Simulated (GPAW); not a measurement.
# ZrSeS (P3m1): G0W0 with GPAW, start to end

How does a plane-wave GW calculation on ZrSeS (P3m1) run from the first input to the gap?

Main program and level: GPAW 26.7.0; LDA and many-body steps on it, plane waves.

This is a report of a sequence of runs, with most program output left out.

**1. The starting structure**

It takes space group P3m1 (No. 156, trigonal). The conventional cell has a = 3.750 Å, b = 3.750 Å, c = 6.235 Å, α = 90.00°, β = 90.00°, γ = 120.00°. Nearest to Zr lie 3 S at 2.57 Å and 3 Se at 2.70 Å. Nearest to Se lie 3 Zr at 2.70 Å. S has 3 Zr at 2.57 Å nearest. Farther neighbours and most contacts between anions are not listed.

The cell and positions are those that the Materials Project relaxed with its own functionals (PBE, PBE+U or r2SCAN), kept fixed.

**2. Ground state**

This step: GPAW 26.7.0; DFT, LDA, plane waves, PAW.

The ground-state density comes first.

run.py

```python
import json
import numpy as np
from gpaw.mpi import world
from ase import Atoms
from gpaw import GPAW, PW, FermiDirac

atoms = Atoms(['Zr', 'Se', 'S'],
    cell=[[3.7500238339, 0.0000000000, 0.0000000000],
      [-1.8750119169, 3.2476159049, 0.0000000000],
      [0.0000000000, 0.0000000000, 6.2348208942]],
    scaled_positions=[[0.6666666667, 0.3333333333, 0.0125095500],
      [0.3333333333, 0.6666666667, 0.7533784300],
      [0.0000000000, 0.0000000000, 0.2341120300]],
    pbc=(True, True, True))
calc = GPAW(mode=PW(450),
    xc='LDA',
    kpts={'size': (6, 6, 4), 'gamma': True},
    occupations=FermiDirac(0.001),
    nbands=-7,
    convergence={'density': 1e-6, 'bands': -3},
    maxiter=100,
    txt='gs.txt')
atoms.calc = calc
res = {'energy': atoms.get_potential_energy()}
kpts = calc.get_ibz_k_points()
res['kpts'] = kpts
res['eigenvalues'] = [calc.get_eigenvalues(kpt=k) for k in range(len(kpts))]
res['n_electrons'] = calc.get_number_of_electrons()
calc.write('gs.gpw')

if world.rank == 0:
    with open('result.json', 'w') as f:
        json.dump(res, f, default=lambda x: x.tolist())
```

The run is started by

```bash
$ mpirun -n 4 gpaw python run.py
```

The job ended after 4.9 s (4 MPI ranks of Arm Neoverse V2, shared host; peak memory 0.67 GiB).

Numbers from this step:

* total energy: -21.32 eV
* gap: 0.5767 eV
* k of the valence top: 0, 0, 0
* k of the conduction bottom: 0.5, 0.5, 0.5
* least direct gap: 1.164 eV

The gap is indirect, with the least direct gap 0.59 eV higher.

**3. Empty states on the mesh, 3×3×2 mesh, 358 bands**

The sums over transitions need many empty states on a uniform mesh; this step solves for them.

run.py

```python
import json
import numpy as np
from gpaw.mpi import world
from gpaw import GPAW

calc = GPAW('gs.gpw').fixed_density(kpts={'size': (3, 3, 2), 'gamma': True},
    parallel={'domain': 1, 'band': 1},
    txt='nscf.txt')
calc.diagonalize_full_hamiltonian(nbands=358)
calc.write('full.gpw', mode='all')
res = {}
kpts = calc.get_ibz_k_points()
res['kpts'] = kpts
res['eigenvalues'] = [calc.get_eigenvalues(kpt=k) for k in range(len(kpts))]
res['n_electrons'] = calc.get_number_of_electrons()

if world.rank == 0:
    with open('result.json', 'w') as f:
        json.dump(res, f, default=lambda x: x.tolist())
```

The run is started by

```bash
$ mpirun -n 4 gpaw python run.py
```

It took 13 s on 4 MPI ranks; peak memory 1.4 GiB.

Numbers from this step:

```yaml
gap: 0.7674 eV
k_of_the_valence_top: 0, 0, 0
k_of_the_conduction_bottom: 0.3333, 0, 0.5
least_direct_gap: 1.164 eV
k_points_computed: 6
lowest_point_of_the_top_converged_band_above_the_valence_top: 148.0286 eV
```

On this mesh the gap is 0.767 eV. The earlier step found 0.577 eV, so this mesh misses an edge.

**4. Screening and self-energy, 3×3×2 mesh, 162 bands, screening to 96 eV**

Now the one-shot GW correction: screening in the RPA, then the self-energy of the levels asked for.

This step: G0W0 on LDA, plane waves, PAW.

run.py

```python
import json
import numpy as np
from gpaw.mpi import world
from gpaw.response.g0w0 import G0W0

gw = G0W0('full.gpw',
    filename='gw',
    kpts=[0, 3],
    bands=(10, 14),
    ecut=96,
    nbands=162,
    integrate_gamma='WS',
    ppa=True)
gw.calculate()
res = {mode: {k: v for k, v in r.items() if k != 'sigma_eskwn'}
       for mode, r in gw.all_results.items()}

if world.rank == 0:
    with open('result.json', 'w') as f:
        json.dump(res, f, default=lambda x: x.tolist())
```

The run is started by

```bash
$ mpirun -n 4 gpaw python run.py
```

The job ended after 13 s (4 MPI ranks; peak memory 1.4 GiB).

Numbers from this step:

```
G0W0 gap on the points computed              : 1.811 eV
least direct G0W0 gap on the computed points : 2.443 eV
Z at the valence top                         : 0.7776
Z at the conduction bottom                   : 0.7825
starting gap on the mesh                     : 0.7674 eV
k of the valence top                         : 0, 0, 0
k of the conduction bottom                   : 0.3333, 0, 0.5
```

The gap on the mesh goes from 0.77 eV to 1.81 eV, a correction of +1.04 eV. The start differs from the 0.58 eV found before because the two sample other k points.

Limits: finite bands, cutoff and mesh; no spin-orbit coupling; coarse k mesh. v1 is the top filled band, c1 the lowest empty one. The levels before and after the correction (eV, zero at the valence-band top of each column):

```
           conduction bottom  valence top
Kohn-Sham               0.77         0.00
     G0W0               1.81         0.00
```

```
                      level  energy (eV)
Kohn-Sham           Γ v2-v1        0.000
Kohn-Sham           Γ c1-c2        1.164
Kohn-Sham  (0.333 0 0.5) v2       -1.032
Kohn-Sham  (0.333 0 0.5) v1       -1.013
Kohn-Sham  (0.333 0 0.5) c1        0.767
Kohn-Sham  (0.333 0 0.5) c2        2.555
     G0W0           Γ v2-v1        0.000
     G0W0           Γ c1-c2        2.443
     G0W0  (0.333 0 0.5) v2       -1.053
     G0W0  (0.333 0 0.5) v1       -1.063
     G0W0  (0.333 0 0.5) c1        1.811
     G0W0  (0.333 0 0.5) c2        3.915
```

**5. Where the time went**

Times are wall times on 4 MPI ranks of Arm Neoverse V2, shared host, good to a factor of about two.

```
                     step   time  share  memory (GiB)
             ground state  4.9 s   16 %          0.67
 empty states on the mesh   13 s   42 %           1.4
screening and self-energy   13 s   42 %           1.4
```

**6. Results**

```
LDA gap                              : 0.58 eV, indirect
G0W0 gap on the mesh                 : 1.81 eV
G0W0 gap over the zone (rigid shift) : 1.62 eV
GW settings                          : 3×3×2 mesh, 162 bands, screening to 96 eV, Godby-Needs plasmon pole
known limits                         : not at the basis limit; no spin-orbit coupling; coarse k mesh
```

**Reading.** G0W0 moves the gap on the mesh from 0.77 eV to 1.81 eV (+1.04 eV), with Z of 0.78 and 0.78 at the edges. The mesh misses the band edges by 0.19 eV in all; a rigid shift gives 1.62 eV for the zone. Only 2 of the mesh's irreducible points were corrected, so a valley elsewhere could overtake. Bands and cutoff are finite, so the gap is not at the basis limit. The miss can reach some tenths of an eV and take either sign; the mesh is an error of its own. These stock PAW sets were not made for GW; the filled d or f shell of Se lies in the frozen core, which bears on start and correction. In the G0W0 run levels were corrected at 2 k points alone, so a gap called «on the mesh» is the least over those, and an edge elsewhere would be missed. A denser mesh or path gives a starting gap of 0.58 eV: the GW mesh misses a band edge, so its gaps are not the fundamental one. The 3×3×2 mesh is coarse for this cell, which bears on the long-range parts of exchange and screening. The many-body steps are scalar-relativistic: spin-orbit coupling is not in them.

[Paths, hosts, dates, memory and timing lines, banners, echoed tables and standing remarks are left out of the program output.]

[Logs are printed without paths, hosts, clocks, repeated set-up lines and the standing remarks that a program may print on its own settings, such as how far it seeks lower states.]

[Runs of the session that timed out or met a known fault of the program may be left out.]

[Hosts, paths, dates, database ids (printed as entryN), source tags and the programs' standing remarks are cut or masked in the printed files.]
